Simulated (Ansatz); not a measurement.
# Na on Ir(111): change of the work function, part 2 of 2

How does one ordered layer of Na (fcc site) change the work function of Ir(111), and what dipole does each adsorbate carry?

Ansatz 0.2.0; plane-wave DFT, PBE, Ansatz PAW.

So far, work function, upper face (eV): step 2 (the clean slab) 5.49.

## 3. Adsorbate added

System of this step: Na/Ir(111). The cell holds 17 atoms: 16 Ir and 1 Na. Cell: a = 5.431 Å, b = 5.431 Å, c = 27.381 Å, α = 90.0°, β = 90.0°, γ = 60.0°. Vacuum lies along c.

The clean slab as it ended is repeated in the plane and the adsorbate is set on one face; the cell's size fixes the coverage, and the k-mesh shrinks with it to keep the sampling density about even. Adsorbate and upper layers relax, since the dipole depends on the height.

input.yaml reads:

```yaml
crystal:
  lattice:
    - [5.4305800796, 0.0, 0.0]
    - [2.7152900398, 4.7030203062, 0.0]
    - [0.0, 0.0, 27.3814213347]
  atoms:
    - { symbol: Ir, position: [0.0, 0.0, 0.3286900227] }
    - { symbol: Ir, position: [0.1666666667, 0.1666666667, 0.4096582459] }
    - { symbol: Ir, position: [0.3333333333, 0.3333333333, 0.4905322118] }
    - { symbol: Ir, position: [0.0, 0.0, 0.5710179428] }
    - { symbol: Ir, position: [0.0, 0.5, 0.3286900227] }
    - { symbol: Ir, position: [0.1666666667, 0.6666666667, 0.4096582459] }
    - { symbol: Ir, position: [0.3333333333, 0.8333333333, 0.4905322118] }
    - { symbol: Ir, position: [0.0, 0.5, 0.5710179428] }
    - { symbol: Ir, position: [0.5, 0.0, 0.3286900227] }
    - { symbol: Ir, position: [0.6666666667, 0.1666666667, 0.4096582459] }
    - { symbol: Ir, position: [0.8333333333, 0.3333333333, 0.4905322118] }
    - { symbol: Ir, position: [0.5, 0.0, 0.5710179428] }
    - { symbol: Ir, position: [0.5, 0.5, 0.3286900227] }
    - { symbol: Ir, position: [0.6666666667, 0.6666666667, 0.4096582459] }
    - { symbol: Ir, position: [0.8333333333, 0.8333333333, 0.4905322118] }
    - { symbol: Ir, position: [0.5, 0.5, 0.5710179428] }
    - { symbol: Na, position: [0.1666666667, 0.1666666667, 0.6713099773] }
kpoints:
  mp_grid: { grid: [6, 6, 1] }
hamiltonian:
  xc: pbe
scf:
  occupations: { method: fermi_dirac, width: 0.1 }
  convergence: { dr2_threshold: 1.0e-08 }
efield:
  axis: 3
  dipole_correction: true
  ramp_position: 0.97
  ramp_width: 0.06
relax:
  f_tol: 0.02
  max_steps: 60
  constraints: [{ sites: [0, 1, 4, 5, 8, 9, 12, 13] }]
output:
  dos: { projected: true, e_range: [-8, 4] }
  write_potential: true
  write_density: true
  volumetric_format: npy
  elf: true
```

Launch:

```bash
$ ansatz run input.yaml --threads 4 --pin off --max-ram 6144MiB --backend cpu --events-out ev --progress --plain --runs-dir out
```

Numbers of over 12 decimals in the logs are rounded to 6 here.

What it wrote:

```text
[...]
Crystal: 17 atoms, lattice volume = 699.325 Å³
Basis set: ecut = 420 eV, 13633 PW (Γ), exchange–correlation on 80×80×384 points (8 copies of the dense FFT grid, shifted against one another)
Bands: 169, of which v1, the nominal top of the filled ones, is band 141 counted from 1 (140 counted from 0)
Symmetry: 6 space group operations
[...]
k-points: 7 of 36 (time reversal used)
[...]
SCF iter   1: F=—  HF=-192445.540867 eV  |F-HF|=—  |Δ(HF+E_count)|=         —  Δρ=8.06e-3  dr2=7.18e0  ethr=1.77e-3  p=0.453 e·Å  D=1.17e-1 V/Å  ΔV_dip=-3.21 eV  dr2_dipole=2.91e0  V_vac-E_F(+/−)=1.88/5.09 eV  ⟨swp⟩=7.6  Hψ=4837  notcnv=0  defer=12
[...]
SCF iter  12: F=-192445.471873 eV  HF=-192445.471873 eV  |F-HF|=2.74e-9  |Δ(HF+E_count)|=   2.57e-8  Δρ=5.23e-7  dr2=5.99e-9  ethr=3.56e-12  p=0.532 e·Å  D=1.38e-1 V/Å  ΔV_dip=-3.77 eV  dr2_dipole=4.62e-10  V_vac-E_F(+/−)=1.74/5.51 eV  ⟨swp⟩=10.4  Hψ=7904  notcnv=0
SCF 1 converged in 12 iterations: F = -192445.471873 eV  dr2 = 5.99e-9
[...]
relax step   1: F+E_penalty+E_count = -192445.47187341 eV  Δ(F+E_penalty+E_count) = +0.000e0 eV  max|allowed force component| = 6.616e-1 eV/Å  Δτ_max = 0.0000 Å  (12 SCF iters, accepted)
[...]
SCF iter  10: F=-192445.543398 eV  HF=-192445.543398 eV  |F-HF|=9.69e-9  |Δ(HF+E_count)|=   5.24e-8  Δρ=5.97e-7  dr2=3.80e-9  ethr=3.56e-12  p=0.558 e·Å  D=1.44e-1 V/Å  ΔV_dip=-3.95 eV  dr2_dipole=1.66e-15  V_vac-E_F(+/−)=1.57/5.52 eV  ⟨swp⟩=15.1  Hψ=8753  notcnv=0
SCF 2 converged in 10 iterations: F = -192445.543398 eV  dr2 = 3.80e-9
[...]
relax step   2: F+E_penalty+E_count = -192445.54339777 eV  Δ(F+E_penalty+E_count) = -7.152e-2 eV  max|allowed force component| = 4.670e-1 eV/Å  Δτ_max = 0.1070 Å  (10 SCF iters, accepted)
SCF iter   1: F=—  HF=-192445.586644 eV  |F-HF|=—  |Δ(HF+E_count)|=         —  Δρ=2.18e-3  dr2=2.52e-1  ethr=3.09e-3  p=0.558 e·Å  D=1.44e-1 V/Å  ΔV_dip=-3.95 eV  dr2_dipole=5.70e-2  V_vac-E_F(+/−)=1.58/5.53 eV  ⟨swp⟩=4.1  Hψ=2177  notcnv=0  defer=20
[...]
SCF iter   9: F=-192445.585482 eV  HF=-192445.585482 eV  |F-HF|=8.53e-9  |Δ(HF+E_count)|=   2.98e-8  Δρ=4.32e-7  dr2=2.63e-9  ethr=3.56e-12  p=0.564 e·Å  D=1.46e-1 V/Å  ΔV_dip=-4.00 eV  dr2_dipole=9.23e-11  V_vac-E_F(+/−)=1.52/5.52 eV  ⟨swp⟩=15.4  Hψ=8838  notcnv=0
SCF 3 converged in 9 iterations: F = -192445.585482 eV  dr2 = 2.63e-9
relax step   3: F+E_penalty+E_count = -192445.58548208 eV  Δ(F+E_penalty+E_count) = -4.208e-2 eV  max|allowed force component| = 1.041e-1 eV/Å  Δτ_max = 0.1949 Å  (9 SCF iters, accepted)
[...]
relax step   4: F+E_penalty+E_count = -192445.58700170 eV  Δ(F+E_penalty+E_count) = -1.520e-3 eV  max|allowed force component| = 2.844e-2 eV/Å  Δτ_max = 0.0321 Å  (8 SCF iters, accepted)
SCF iter   1: F=—  HF=-192445.585685 eV  |F-HF|=—  |Δ(HF+E_count)|=         —  Δρ=1.24e-4  dr2=1.42e-3  ethr=3.75e-6  p=0.566 e·Å  D=1.46e-1 V/Å  ΔV_dip=-4.01 eV  dr2_dipole=4.98e-4  V_vac-E_F(+/−)=1.50/5.52 eV  ⟨swp⟩=2.0  Hψ=1736  notcnv=0  defer=6
[...]
SCF iter   6: F=-192445.587119 eV  HF=-192445.587119 eV  |F-HF|=6.37e-9  |Δ(HF+E_count)|=   5.00e-8  Δρ=4.80e-7  dr2=3.78e-9  ethr=3.56e-12  p=0.566 e·Å  D=1.46e-1 V/Å  ΔV_dip=-4.01 eV  dr2_dipole=8.29e-12  V_vac-E_F(+/−)=1.51/5.51 eV  ⟨swp⟩=10.7  Hψ=8971  notcnv=0
SCF 5 converged in 6 iterations: F = -192445.587119 eV  dr2 = 3.78e-9
relax step   5: F+E_penalty+E_count = -192445.58711949 eV  Δ(F+E_penalty+E_count) = -1.178e-4 eV  max|allowed force component| = 1.349e-3 eV/Å  Δτ_max = 0.0066 Å  (6 SCF iters, accepted)
NSCF: frozen V_eff on 7 k-points
[...]
SCF converged after 6 iterations
Free energy (F): -192445.587119 eV
[...]
Internal energy: -192445.025235 eV  (E = F + TS)
E sigma→0 (E₀):  -192445.306177 eV
Entropy (-TS):   -0.561885 eV (-33.052 meV/atom)
Fermi energy:    6.209427 eV
Dipole field:    D = 0.146415 V/Å  (p = 0.565853 e·Å, saw-weighted, corrected)
Work function:   Φ+ = 1.5059 eV   Φ− = 5.5150 eV
[...]
--- Forces (eV/Å), atoms counted from 1 ---
  atom   1  Ir     0.00416355     0.00240382     0.17343573
  atom   2  Ir    -0.00000000    -0.00000000    -0.08191964
  atom   3  Ir     0.00044425     0.00025649    -0.00038891
  atom   4  Ir    -0.00057362    -0.00033118    -0.00033523
  atom   5  Ir     0.00000000    -0.00480765     0.17343573
  atom   6  Ir     0.03400977    -0.01963555    -0.20383515
  atom   7  Ir    -0.00000000    -0.00051298    -0.00038891
  atom   8  Ir     0.00000000     0.00066236    -0.00033523
  atom   9  Ir    -0.00416355     0.00240382     0.17343573
  atom  10  Ir    -0.00000000     0.03927110    -0.20383515
  atom  11  Ir    -0.00044425     0.00025649    -0.00038891
  atom  12  Ir     0.00057362    -0.00033118    -0.00033523
  atom  13  Ir     0.00000000    -0.00000000     0.17449203
  atom  14  Ir    -0.03400977    -0.01963555    -0.20383515
  atom  15  Ir     0.00000000     0.00000000     0.00134881
  atom  16  Ir     0.00000000     0.00000000    -0.00031443
  atom  17  Na     0.00000000    -0.00000000    -0.00022157
  max |Σ_I F_I| component: 1.45e-5 eV/Å
--- Band table (eV; the first three rows and the last of 7) ---
  k-point 0: bands = [... 137 lower, 6.8332, 6.8400, 6.8419, 6.9694, 6.9694, 7.1902, 7.1902, 7.1939, ... 24 higher]
  k-point 1: bands = [... 137 lower, 6.5185, 6.6044, 6.6196, 6.6420, 6.6975, 6.7439, 6.7458, 6.8181, ... 24 higher]
  k-point 2: bands = [... 137 lower, 5.6938, 5.6958, 5.9476, 6.0536, 6.2077, 6.2994, 6.3850, 6.4027, ... 24 higher]
  k-point 6: bands = [... 137 lower, 5.7322, 5.9175, 5.9263, 5.9500, 5.9804, 6.2605, 6.3158, 6.3486, ... 24 higher]
--- Relaxed structure (5 steps of the walk, 5 accepted, 0 SCFs on fresh bases) ---
  F+E_penalty+E_count = -192445.58711949 eV   max|allowed force component| = 1.349e-3 eV/Å
  atoms:
    - { symbol: Ir, position: [-1.7959490104491818e-17, -1.7959490104491815e-17, 0.328690] }
    - { symbol: Ir, position: [0.166667, 0.166667, 0.409658] }
    - { symbol: Ir, position: [0.333436, 0.333436, 0.491045] }
    - { symbol: Ir, position: [-0.00188087, -0.00188087, 0.571243] }
    - { symbol: Ir, position: [0.0, 0.500000, 0.328690] }
    - { symbol: Ir, position: [0.166667, 0.666667, 0.409658] }
    - { symbol: Ir, position: [0.333436, 0.833127, 0.491045] }
    - { symbol: Ir, position: [-0.00188087, 0.503762, 0.571243] }
    - { symbol: Ir, position: [0.500000, -1.7959490104491815e-17, 0.328690] }
    - { symbol: Ir, position: [0.666667, 0.166667, 0.409658] }
    - { symbol: Ir, position: [0.833127, 0.333436, 0.491045] }
    - { symbol: Ir, position: [0.503762, -0.00188087, 0.571243] }
    - { symbol: Ir, position: [0.5, 0.500000, 0.328690] }
    - { symbol: Ir, position: [0.666667, 0.666667, 0.409658] }
    - { symbol: Ir, position: [0.833333, 0.833333, 0.490102] }
    - { symbol: Ir, position: [0.5, 0.500000, 0.572365] }
    - { symbol: Na, position: [0.166667, 0.166667, 0.661216] }
```

Wall time 2.3 min (4 threads of Arm Neoverse V1, shared host); peak memory 2.8 GiB.

Relaxation path:

```tsv
step	energy less that of the first step (eV)	largest force component (eV/Å)
1	0.0000	0.6616
2	-0.0715	0.4670
3	-0.1136	0.1041
4	-0.1151	0.0284
5	-0.1152	0.0013
```

Forces are held to the 6 operations that the run works with; a distortion that breaks them can't arise in this run.

The atoms that moved most (Å):

```tsv
atom	dx	dy	dz	length
Na17	0.000	0.000	-0.276	0.276
Ir16	0.000	0.000	0.037	0.037
Ir4	-0.015	-0.009	0.006	0.019
Ir12	0.015	-0.009	0.006	0.019
Ir8	0.000	0.018	0.006	0.019
Ir7	0.000	-0.001	0.014	0.014
Ir11	-0.001	0.000	0.014	0.014
Ir3	0.001	0.000	0.014	0.014
```

The relaxed structure:

```xyz
17
Lattice="5.4306 0.0000 0.0000 2.7153 4.7030 0.0000 0.0000 0.0000 27.3814" Properties=species:S:1:pos:R:3
Ir    0.0000    0.0000    9.0000
Ir    1.3576    0.7838   11.2170
Ir    2.7161    1.5682   13.4455
Ir   -0.0153   -0.0088   15.6414
Ir    1.3576    2.3515    9.0000
Ir    2.7153    3.1353   11.2170
Ir    4.0729    3.9182   13.4455
Ir    1.3576    2.3692   15.6414
Ir    2.7153    0.0000    9.0000
Ir    4.0729    0.7838   11.2170
Ir    5.4297    1.5682   13.4455
Ir    2.7306   -0.0088   15.6414
Ir    4.0729    2.3515    9.0000
Ir    5.4306    3.1353   11.2170
Ir    6.7882    3.9192   13.4197
Ir    4.0729    2.3515   15.6722
Na    1.3576    0.7838   18.1050
```

Numbers from this step:

| Quantity | Value |
| --- | --- |
| energy at zero smearing | -192445.3062 eV |
| work function, upper face | 1.506 eV |
| work function, lower face | 5.515 eV |
| dipole along the normal | 0.5659 e·Å |
| step between the vacuum levels | -4.009 eV |

Running mean over 2.217 Å of the planar mean; the ramp of the sawtooth is left out. Electron's electrostatic potential energy less the Fermi level against z:

```tsv
z (Å)	electron's electrostatic potential energy less the Fermi level (eV)
3.5	5.51
4.0	5.51
4.5	5.51
5.0	5.51
5.5	5.49
6.0	5.44
6.5	5.21
7.0	4.29
7.5	0.791
8.0	-5.50
8.5	-10.8
9.0	-12.7
9.5	-13.1
10.0	-13.3
10.5	-13.4
11.0	-13.5
11.5	-13.5
12.0	-13.5
12.5	-13.5
13.0	-13.5
13.5	-13.5
14.0	-13.5
14.5	-13.4
15.0	-13.3
15.5	-13.0
16.0	-11.9
16.5	-8.00
17.0	-2.71
17.5	0.448
18.0	0.878
18.5	0.540
19.0	0.541
19.5	1.06
20.0	1.33
20.5	1.42
21.0	1.46
21.5	1.48
22.0	1.49
22.5	1.50
23.0	1.50
23.5	1.50
24.0	1.51
```

The density of states has structure finer than the step of the table below, so its rows give means over 0.5 eV, whole bins alone (the curve runs from -8 to 1.98 eV). Peaks (eV: height): -3.88: 41.7, -3.43: 40.4, -3.10: 44.6, -2.14: 69.4, 0.21: 35.0, 0.42: 35.7, 1.20: 35.7.

The density of states by energy, zero at the Fermi level; means over each step:

```tsv
energy (eV)	density of states (states/eV a cell)
-7.5	9.17
-7.0	12.9
-6.5	18.3
-6.0	17.1
-5.5	15.3
-5.0	14.6
-4.5	14.1
-4.0	21.6
-3.5	27.6
-3.0	25.9
-2.5	15.5
-2.0	23.9
-1.5	13.8
-1.0	21.5
-0.5	19.2
0.0	17.3
0.5	21.8
1.0	19.6
1.5	8.25
```

Projected DOS per atom over height of the atomic layer and energy from the Fermi level. Layers: Ir4 Ir4 Ir4 Ir4 Na from below.

Ten even steps from '_' (0.00 states/eV) to '@' (2.36 states/eV), each cell a mean:
```
..____..__
----------
==****==--
**++++++..
==----++__
++====++__
**====**__
++----==__
**====++..
++----++..
**----**__
@@****@@__
********__
==++++==__
--====--__
--====--__
--------__
--====--__
--****==__
..++++::__
..====..__
__....____
```
Columns: height of the atomic layer (Å) from 9 to 18.1 (not evenly spaced); rows upwards: energy from the Fermi level (eV) from -7.96 to 1.95.

ELF in the ca plane at fractional y = 0.167, with atoms of Ir and Na within 0.2 Å of it. It is the smooth field of the valence electrons, not physical close to the nuclei.

Ten even steps from '0' (0.00) to '9' (0.65), each cell a mean:
```
66444444444576445466544310000001000000000000
66444444444566445466544431000000000000000000
44444577544445434344444432111000000000000000
44445999844444333345544322110000000000000000
54445977954444322345554322110000000000000000
44444999844444333344444322110000000000000000
54444576544445444445444432111000000000000000
66444444444576445466544421000000000000000000
66444444444566445456544300000001000000000000
44444577544445434344444126630000100000000000
44445999844444332345552178882000110000000000
54445977954444322345552285593000110000000000
44444999844444333344552168882000110000000000
54444576544445444445444114520000100000000000
```
Columns run along c (16.0 Å, from fractional 0.32 to 0.91 of the cell), rows up along a (5.4 Å). Atoms in or near the plane, at fractional coordinates: Ir at (0.41, 0.17), Ir at (0.41, 0.67), Na at (0.66, 0.17).

Electrostatic potential energy in the ca plane at fractional y = 0.167, with atoms of Ir and Na within 0.2 Å of it. With pseudopotentials it is smooth inside the atoms' cores, unlike the true potential.

Values in eV, 8 rows by 16 columns, each cell a mean:
```
-20   4   1   4 -19  -5 -12  -8   8   7   7   8   9   9   9   9
 -4  -2 -31  -3  -4   2  -1   1  10  10   9   9   9   9   9   9
  5 -13 -50 -15   6   8   7   8  10  10   9   9   9   9   9   9
 -4  -3 -34  -4  -2   3   0   2  10  10   9   9   9   9   9   9
-20   4   1   4 -19  -5 -12  -8   9   7   7   8   9   9   9   9
 -4  -2 -31  -3  -4   2   0   2   5  -9   5   8   9   9   9   9
  5 -13 -50 -15   6   8   7   8  -2 -46   1   8   9   9   9   9
 -4  -3 -34  -4  -2   3   1   2   5 -12   4   8   9   9   9   9
```
Columns run along c (16.0 Å, from fractional 0.32 to 0.91 of the cell; values clipped at the 3rd and 97th percentile), rows up along a (5.4 Å). Atoms in or near the plane, at fractional coordinates: Ir at (0.41, 0.17), Ir at (0.41, 0.67), Na at (0.66, 0.17).

Valence density in the ca plane at fractional y = 0.167, with atoms of Ir and Na within 0.2 Å of it. It is the smooth field of the valence electrons, not physical close to the nuclei.

Values in e/Å³, 8 rows by 16 columns, each cell a mean:
```
 2  0  0  0  2  1  1  1  0  0  0  0  0  0  0  0
 1  1  3  1  1  0  1  1  0  0  0  0  0  0  0  0
 0  1  8  2  0  0  0  0  0  0  0  0  0  0  0  0
 1  1  3  1  1  0  1  0  0  0  0  0  0  0  0  0
 2  0  0  0  2  1  1  1  0  0  0  0  0  0  0  0
 1  1  3  1  1  0  1  0  0  1  0  0  0  0  0  0
 0  1  8  2  0  0  0  0  1 11  0  0  0  0  0  0
 1  1  3  1  1  0  1  0  0  2  0  0  0  0  0  0
```
Columns run along c (16.0 Å, from fractional 0.32 to 0.91 of the cell), rows up along a (5.4 Å). Atoms in or near the plane, at fractional coordinates: Ir at (0.41, 0.17), Ir at (0.41, 0.67), Na at (0.66, 0.17).

The relaxation took 5 steps and lowered the energy by 0.12 eV; the largest force on the free atoms ends at 0.0013 eV/Å.

By hand: a sheet of dipoles makes a step −p/(ε₀A) in the electron's potential. With e/ε₀ = 180.95 V·Å, p = 0.5659 e·Å and A = 25.54 Å², that is −180.95 × (0.5659) / 25.54 = -4.009 eV, and the two vacuum levels of the run differ by -4.009 eV.

The covered face has 1.51 eV, -3.98 eV against the clean one; the bare back face has moved by +0.02 eV, a measure of how thin the slab is.

## 4. Work function against coverage

This step: plane-wave DFT, PBE, Ansatz PAW; work function against coverage (Ansatz 0.2.0).

The runs are now put side by side.

This step gave:

```
work function of the clean face     : 5.486 eV
largest change of the work function : -3.981 eV
```

Table of work function of the covered face by coverage:

```tsv
coverage (adsorbates/nm²)	work function of the covered face (eV)
0.00	5.49
3.92	1.51
```

The dipole per adsorbate comes from the change of the cell's dipole. Coverage, by row:

```tsv
coverage (1/nm²)	coverage (ML)	work function (eV)	change (eV)	dipole per adsorbate, positive end outwards (debye)	mean height of the added atoms over the highest substrate atom (Å)
3.915	0.25	1.506	-3.981	2.713	2.433
```

## 5. Results

```json
{
  "work function of the clean face": "5.49 eV",
  "work function at 0.25 ML": "1.51 eV",
  "dipole per adsorbate at 0.25 ML, positive end outwards": "2.71 D"
}
```

What this shows: Na lowers the work function of Ir(111) at the lowest coverage, by 3.98 eV: the adsorbate layer has its positive end outwards. One coverage alone was completed, so no trend follows. The slab has 4 layers, at the tabulated experimental lattice constant, one starting site was run, and quantum-size effects of a slab this thin can reach one or two tenths of an eV.

[Logs are printed without paths, hosts, clocks, repeated set-up lines and the standing remarks that a program may print on its own settings, such as how far it seeks lower states.]

[Hosts, paths, dates, database ids (printed as entryN), source tags and the programs' standing remarks are cut or masked in the printed files.]

[Maps of the electrostatic potential energy from Ansatz leave out the sawtooth potential of an applied field or a dipole correction, so their vacuum need not be flat; planar profiles and work functions include it.]

[The density of states shown here was stored with 400 of the rows of the run's finer table, so its peaks can read low, often by over a quarter, or be missed, and its means over a window can be off by a tenth or more.]
